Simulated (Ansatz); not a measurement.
# Al2CdSe2S2: complex band structure

A new crystal, Al2CdSe2S2: structure, gap and complex bands. It is built by putting Se for part of the S in the Al2CdS4 structure of space group I-4, with the volume rescaled by atomic radii. The parent structure comes from the Materials Project.

Main program and level: Ansatz 0.2.0; r2SCAN DFT, plane waves, PAW files, in the first sound run; inputs show where later runs differ.

This is a report of a sequence of runs, with most program output left out.

The structure was built from a prototype and need not be the compound's stable phase.

**1. Starting point**

Symmetry: P1, No. 1, triclinic system. The conventional cell has a = 5.710 Å, b = 5.710 Å, c = 6.580 Å, α = 115.72°, β = 115.72°, γ = 90.00°. Al has 2 S at 2.30 Å and 2 Se at 2.30 Å nearest. Al has 2 S at 2.31 Å and 2 Se at 2.31 Å nearest. Nearest to Cd lie 2 S at 2.60 Å and 2 Se at 2.60 Å. Nearest to Se lie 2 Al at 2.30 to 2.31 Å and 1 Cd at 2.60 Å. Nearest to S lie 2 Al at 2.30 to 2.31 Å and 1 Cd at 2.60 Å. Nearest to Se lie 2 Al at 2.30 to 2.31 Å and 1 Cd at 2.60 Å. It derives from Al2CdS4. Se for part of the S in the Al2CdS4 structure of space group I-4. Farther neighbours and most contacts between anions are not listed.

**2. Relaxing the new crystal**

The substituted atoms don't fit the parent's cell, so cell and atoms relax together. A small smearing keeps the run stable in case the gap closes on the way.

File input.yaml:

```yaml
crystal:
  lattice:
    - [-2.8552406833, 2.8552406833, 5.1959563551]
    - [2.8552406833, -2.8552406833, 5.1959563551]
    - [2.8552406833, 2.8552406833, -5.1959563551]
  atoms:
    - { symbol: Al, position: [0.75, 0.25, 0.5] }
    - { symbol: Al, position: [0.5, 0.5, 0.0] }
    - { symbol: Cd, position: [0.0, 0.0, 0.0] }
    - { symbol: Se, position: [0.60109155, 0.14558767, 0.01518683] }
    - { symbol: S, position: [0.13040084, 0.58590472, 0.98481317] }
    - { symbol: Se, position: [0.85441233, 0.86959916, 0.45550388] }
    - { symbol: S, position: [0.41409528, 0.39890845, 0.54449612] }
kpoints:
  mp_grid: { grid: [4, 4, 6] }
scf:
  occupations: { method: gaussian, width: 0.03 }
hamiltonian:
  xc: r2scan
output:
  forces: true
  stress: true
relax:
  f_tol: 0.02
  max_steps: 60
  cell: {}
```

Started as:

```
> ansatz run input.yaml --threads 2 --pin off --max-ram 4096MiB --backend cpu --events-out ev --progress --plain --runs-dir out
```

Wall time 1.8 min (2 threads of Intel Xeon Platinum 8488C (Sapphire Rapids), shared host); peak memory 1.1 GiB.

The steps of the relaxation:

```csv
step,energy less that of the first step (eV),largest force component (eV/Å),pressure (GPa),volume (Å³)
1,0.0000,1.4993,1.49,169.44
2,-0.1901,0.4290,0.14,170.62
3,-0.2056,0.0728,0.03,170.74
4,-0.2074,0.0255,0.00,170.86
5,-0.2077,0.0096,0.01,170.90
6*,-0.2080,0.0096,0.01,170.90
```

Relaxation steps marked * repeat the geometry before them on a plane-wave basis chosen anew for their cell, so energy and pressure can jump there.

```csv
cell as run,before,after,change
a (Å),6.580,6.552,-0.4 %
b (Å),6.580,6.673,+1.4 %
c (Å),6.580,6.641,+0.9 %
α (°),128.57,129.34,+0.6 %
β (°),128.57,128.54,-0.0 %
γ (°),75.70,75.21,-0.7 %
volume (Å³/atom),24.21,24.41,+0.9 %
```

The atoms that moved most (Å, as changes of fractional coordinates times the final cell):

```csv
atom,dx,dy,dz,length
Se6,-0.031,0.068,0.052,0.091
Se4,-0.049,-0.047,-0.058,0.089
Al1,0.065,0.012,0.001,0.066
S5,0.012,-0.041,0.042,0.060
Al2,0.001,-0.051,-0.006,0.051
S7,-0.006,0.021,-0.042,0.047
Cd3,0.008,0.039,0.012,0.041
```

Final coordinates:

```cif
data_structure
_symmetry_space_group_name_H-M 'P 1'
_symmetry_Int_Tables_number 1
_cell_length_a 6.5516
_cell_length_b 6.6732
_cell_length_c 6.6411
_cell_angle_alpha 129.344
_cell_angle_beta 128.536
_cell_angle_gamma 75.210
_cell_volume 170.90
loop_
_atom_site_label
_atom_site_type_symbol
_atom_site_fract_x
_atom_site_fract_y
_atom_site_fract_z
_atom_site_occupancy
Al1 Al 0.75213 0.26140 0.51345 1
Al2 Al 0.49045 0.49963 0.99132 1
Cd3 Cd 0.00792 0.00254 0.00817 1
Se4 Se 0.58722 0.13148 0.99842 1
S5 S 0.12734 0.59197 0.97978 1
Se6 Se 0.87133 0.86908 0.46183 1
S7 S 0.41361 0.39389 0.54702 1
```

This step gave:

| Item | Value |
| --- | --- |
| free energy | -22124.3328 eV |
| Fermi energy | 6.236 eV |
| pressure | 0.01148 GPa |

The largest force component on a free atom ends at 0.0096 eV/Å.

**3. The bulk crystal and its band edges**

The energy window and the wavevectors of the next steps follow from the band edges, so these are searched first, off the mesh as well.

File input.yaml:

```yaml
crystal:
  lattice:
    - [-2.8237830864, 2.8125597863, 5.1999589925]
    - [2.8665574028, -2.9099672498, 5.2769905712]
    - [2.8293588391, 2.9155430024, -5.2534855685]
  atoms:
    - { symbol: Al, position: [0.7521311176, 0.2613976936, 0.5134540789] }
    - { symbol: Al, position: [0.4904504807, 0.499631892, -0.0086771403] }
    - { symbol: Cd, position: [0.0079200605, 0.0025397422, 0.0081677211] }
    - { symbol: Se, position: [0.5872197242, 0.131483651, -0.0015790801] }
    - { symbol: S, position: [0.1273383925, 0.5919674622, 0.9797826338] }
    - { symbol: Se, position: [0.8713348818, 0.869084995, 0.4618279098] }
    - { symbol: S, position: [0.4136053427, 0.393894564, 0.5470238768] }
kpoints:
  mp_grid: { grid: [6, 6, 6] }
  band_path: { path: [VBM, CBM], npoints: 30 }
scf:
  occupations: { method: fixed }
hamiltonian:
  xc: r2scan
output:
  eigenvalues: true
  write_potential: true
  write_density: true
  volumetric_format: npy
  elf: true
```

The job ended after 2.2 min (2 threads; peak memory 1.5 GiB; 4.4 min of CPU time).

Numbers from this step:

* free energy: -22124.3330 eV
* Fermi energy: 4.829 eV
* gap on the k-mesh: 2.848 eV
* gap on path: 2.845 eV, by band count; negative where bands overlap
* direct gap on path: 2.953 eV
* edge places on path: 0, 1.344 1/A along the path

The electronic bands at the labelled points (eV, zero at the Fermi level (highest filled level under fixed occupations); v1 is the highest filled band, c1 the lowest empty one):

```csv
point,v4,v3,v2,v1,c1,c2,c3,c4
VBM,-1.45,-0.87,-0.72,0.00,4.31,4.75,5.04,5.25
halfway,-1.03,-0.72,-0.55,-0.12,3.94,4.80,4.94,5.75
CBM,-1.36,-0.26,-0.21,-0.11,2.85,3.61,4.78,6.21
```

Valence density in the ab plane at fractional z = 0.008, with atoms of Al and Cd and Se and S within 0.2 Å of it. It is the smooth field of the valence electrons, not physical close to the nuclei.

Values in e/Å³, 10 rows by 16 columns, each cell a mean:
```
12  7  1  0  0  0  0  0  0  0  0  0  0  0  1  6
 1  1  0  0  0  0  0  0  0  0  0  0  0  0  0  0
 1  1  1  1  0  0  0  0  0  0  0  0  0  0  0  0
 1  1  1  1  1  0  0  0  0  0  0  0  0  0  0  0
 0  1  1  1  1  0  0  0  0  0  0  0  0  0  0  0
 0  0  0  0  0  0  0  0  0  0  0  0  0  0  0  0
 0  0  0  0  0  0  0  0  0  0  0  0  0  0  0  0
 0  0  0  0  0  0  0  1  2  4  2  0  0  0  0  0
 2  1  0  0  0  0  0  1  7 26 14  2  0  0  1  2
18  7  1  0  0  0  0  0  1  4  3  1  0  0  3 13
```
Columns run along a (6.6 Å), rows up along b (6.7 Å). Atoms in or near the plane, at fractional coordinates: Al at (0.49, 0.50), Cd at (0.01, 0.00), Se at (0.59, 0.13), S at (0.13, 0.59).

Electrostatic potential energy in the ab plane at fractional z = 0.008, with atoms of Al and Cd and Se and S within 0.2 Å of it. With pseudopotentials it is smooth inside the atoms' cores, unlike the true potential.

Values in eV, 10 rows by 16 columns, each cell a mean:
```
-22 -19  -9   4   8  10  10  10   9   7   6   7   8   5  -5 -17
 -2  -2   3   7   9   9  10  10  10  10  10  10  10   9   7   3
  1  -9  -9   0   7   8   7   7   7   9  10  10  10  10  10   8
-11 -26 -24 -24  -7   2  -4  -8  -6   0   6   9  10  10  10   7
  2 -16 -24 -24  -9  -1 -10  -5  -3 -10  -3   6   9  10  10   9
 10   8   5   4   6   5  -4  -9  -8 -11  -4   5   9  10  10  10
 10  10  10  10  10   9   7   2  -2  -1   3   7   9  10  10  10
  8   9  10  10  10  10   7  -4 -11  -9  -8   0   8   9   8   7
 -9  -2   6   9  10  10   7  -6  -8  -1  -4 -11   2   4  -4 -10
-25 -19  -6   6   9  10   9   5  -5  -9 -10  -8   3   1 -14 -23
```
Columns run along a (6.6 Å; values clipped at the 3rd and 97th percentile), rows up along b (6.7 Å). Atoms in or near the plane, at fractional coordinates: Al at (0.49, 0.50), Cd at (0.01, 0.00), Se at (0.59, 0.13), S at (0.13, 0.59).

ELF in the ab plane at fractional z = 0.008, with atoms of Al and Cd and Se and S within 0.2 Å of it. It is the smooth field of the valence electrons, not physical close to the nuclei.

Ten even steps from '0' (0.01) to '9' (0.90), each cell a mean:
```
864210014677763136
443110000123331123
221110000000000011
455542000000000013
899875210100000026
987788521211000027
961389830122100027
983389940012100016
898899930001100005
689988620001100002
246654224565210000
001110148998520000
000000158999752000
000000368878874111
110000478634785212
421000378622785224
652100168865785246
974200047888884248
```
Columns run along a (6.6 Å), rows up along b (6.7 Å). Atoms in or near the plane, at fractional coordinates: Al at (0.49, 0.50), Cd at (0.01, 0.00), Se at (0.59, 0.13), S at (0.13, 0.59).

The searched edges give 2.85 eV, against 2.85 eV on the mesh.

**4. Complex bands**

This step: r2SCAN DFT, plane waves, PAW files; complex bands by layer matching along the plane's normal (Ansatz 0.2.0).

The same crystal is laid in a cell whose first two vectors span the (010) plane (indices of the standard conventional cell, whose axes can be ordered otherwise than in the bulk input). At fixed energy and wavevector in the plane the solver finds all kz, real and complex. A few wavevectors are listed, (0, 0) and (-0.3385, 0.1719) in units of the plane's reciprocal vectors; the slowest state needn't be among them.

File input.yaml:

```yaml
crystal:
  lattice:
    - [5.728355588, 0.0, 0.0]
    - [2.761097944, 5.941393366, 0.0]
    - [0.01090005, -2.688968711, 5.021292052]
  atoms:
    - { symbol: Al, position: [0.2520563853, 0.5000747323, 0.2613976936] }
    - { symbol: Al, position: [0.4916909677, 0.998759513, 0.499631892] }
    - { symbol: Cd, position: [0.0056279789, 0.0022920816, 0.0025397422] }
    - { symbol: Se, position: [0.8669372689, 0.7202824553, 0.131483651] }
    - { symbol: S, position: [0.3878151716, 0.7395232209, 0.5919674622] }
    - { symbol: Se, position: [0.5927429148, 0.278591967, 0.869084995] }
    - { symbol: S, position: [0.1531293128, 0.2604760299, 0.393894564] }
kpoints:
  mp_grid: { grid: [6, 4, 6] }
scf:
  occupations: { method: fixed }
hamiltonian:
  xc: r2scan
output:
  eigenvalues: true
  transmission:
    leads: [[0, 0]]
    kpoints: [[0.0, 0.0], [-0.3385, 0.1719]]
    e_range: [-1.0, 3.85]
    de: 0.1
```

Elapsed: 83 s, on 2 threads; peak memory 1.7 GiB.

This step gave:

| Quantity | Value |
| --- | --- |
| Fermi energy | 4.811 eV |
| gap on the k-mesh | 2.866 eV |
| level to which the leads are filled | 1.433 eV from the Fermi level |
| decay constant at the filling level, zone centre | 0.2080 Å⁻¹ |
| decay constant at the filling level, slowest listed point | 0.208 Å⁻¹ |

K parallel (0, 0); values up to 1.5 1/Å, a degenerate pair printed once or twice; energies at which all values exceed this have no row. The Im kz of the slowest decaying states by energy, zero at the highest filled level on the SCF mesh:

```csv
energy (eV),decay 1 (Å⁻¹),decay 2 (Å⁻¹),decay 3 (Å⁻¹),decay 4 (Å⁻¹)
-1.00,0.191,0.349,1.13,1.35
-0.80,0.140,0.199,0.380,1.09
-0.50,0.202,0.249,0.404,1.02
-0.30,0.210,0.219,0.401,0.911
0.00,0.0849,0.227,0.242,0.439
0.20,0.134,0.261,0.333,0.450
0.40,0.162,0.282,0.390,0.458
0.70,0.188,0.302,0.429,0.466
0.90,0.199,0.311,0.433,0.468
1.20,0.207,0.319,0.424,0.468
1.40,0.208,0.323,0.414,0.465
1.60,0.206,0.325,0.402,0.460
1.90,0.195,0.324,0.379,0.451
2.10,0.183,0.322,0.362,0.443
2.40,0.153,0.316,0.331,0.429
2.60,0.120,0.307,0.310,0.418
2.80,0.0625,0.280,0.303,0.406
3.10,0.228,0.289,0.384,0.703
3.30,0.182,0.278,0.368,0.674
3.60,0.0510,0.257,0.339,0.622
3.80,0.239,0.317,0.595,0.637
```

K parallel (-0.3385, 0.1719); values up to 1.5 1/Å, a degenerate pair printed once or twice; energies at which all values exceed this have no row. The Im kz of the slowest decaying states by energy, zero at the highest filled level on the SCF mesh:

```csv
energy (eV),decay 1 (Å⁻¹),decay 2 (Å⁻¹),decay 3 (Å⁻¹),decay 4 (Å⁻¹)
-1.00,0.0129,0.152,0.160,0.180
-0.80,0.0711,0.107,0.167,0.193
-0.50,0.155,0.248,0.265,0.362
-0.30,0.0774,0.0955,0.161,0.279
0.00,0.193,0.260,0.267,0.433
0.20,0.221,0.273,0.273,0.405
0.40,0.241,0.299,0.303,0.472
0.70,0.263,0.310,0.325,0.531
0.90,0.273,0.316,0.333,0.521
1.20,0.283,0.323,0.338,0.512
1.40,0.287,0.325,0.339,0.506
1.60,0.288,0.327,0.337,0.499
1.90,0.287,0.326,0.333,0.487
2.10,0.284,0.324,0.328,0.477
2.40,0.274,0.317,0.318,0.460
2.60,0.265,0.309,0.311,0.447
2.80,0.252,0.299,0.302,0.432
3.10,0.224,0.281,0.286,0.406
3.30,0.197,0.266,0.271,0.386
3.60,0.130,0.238,0.239,0.352
3.80,0.206,0.216,0.327,0.367
```

At the listed wavevectors the last open channel is at +0.00 eV and the next at +2.90 eV on the grid. At +1.40 eV, the grid energy nearest the filling level (the middle of the gap on the SCF mesh), the slowest state at the listed wavevectors decays with κ = 0.208 Å⁻¹, its amplitude falling by e over 4.8 Å. Through 1 nm of this crystal that state's transmission falls by exp(−2 × 0.208 Å⁻¹ × 10 Å) = 0.016.

**5. Decay over the two-dimensional zone**

The listed points could miss the slowest state, so one energy near mid-gap is solved on a mesh of 8×8.

Edit input.yaml of step 4 so:

```diff
@@ -21,6 +21,2 @@
   eigenvalues: true
-  transmission:
-    leads: [[0, 0]]
-    kpoints: [[0.0, 0.0], [-0.3385, 0.1719]]
-    e_range: [-1.0, 3.85]
-    de: 0.1
+  transmission: { leads: [[0, 0]], kmesh: [8, 8], e_range: [1.42, 1.43], de: 0.05 }
```

Elapsed: 2 min, on 2 threads; peak memory 1.8 GiB.

Numbers from this step:

| Item | Value |
| --- | --- |
| least decay constant on the mesh | 0.208 Å⁻¹ |

Slowest decay constant (1/Å; 0 where a channel is open) over k1 and k2. At 1.4200 eV from the Fermi level.

Ten even steps from '_' (0.208) to '@' (0.331):
```
##****##****%%##
@@**##**==++@@@@
****%%++..==@@@@
++##@@==__==@@##
**@@@@==..++%%**
@@@@@@++==**##**
####%%****##****
****####%%####**
```
Columns: k1 (b1) from -0.5 to 0.375; rows upwards: k2 (b2) from -0.5 to 0.375.

The least value on the mesh is 0.208 Å⁻¹ at +1.42 eV. At that energy the listed points give about 0.208 Å⁻¹ by interpolation, so the mesh holds no clearly slower state.

(Part 1 of 2 ends here.)

[Logs are printed without paths, hosts, clocks, repeated set-up lines and the standing remarks that a program may print on its own settings, such as how far it seeks lower states.]

[Hosts, paths, dates, database ids (printed as entryN), source tags and the programs' standing remarks are cut or masked in the printed files.]
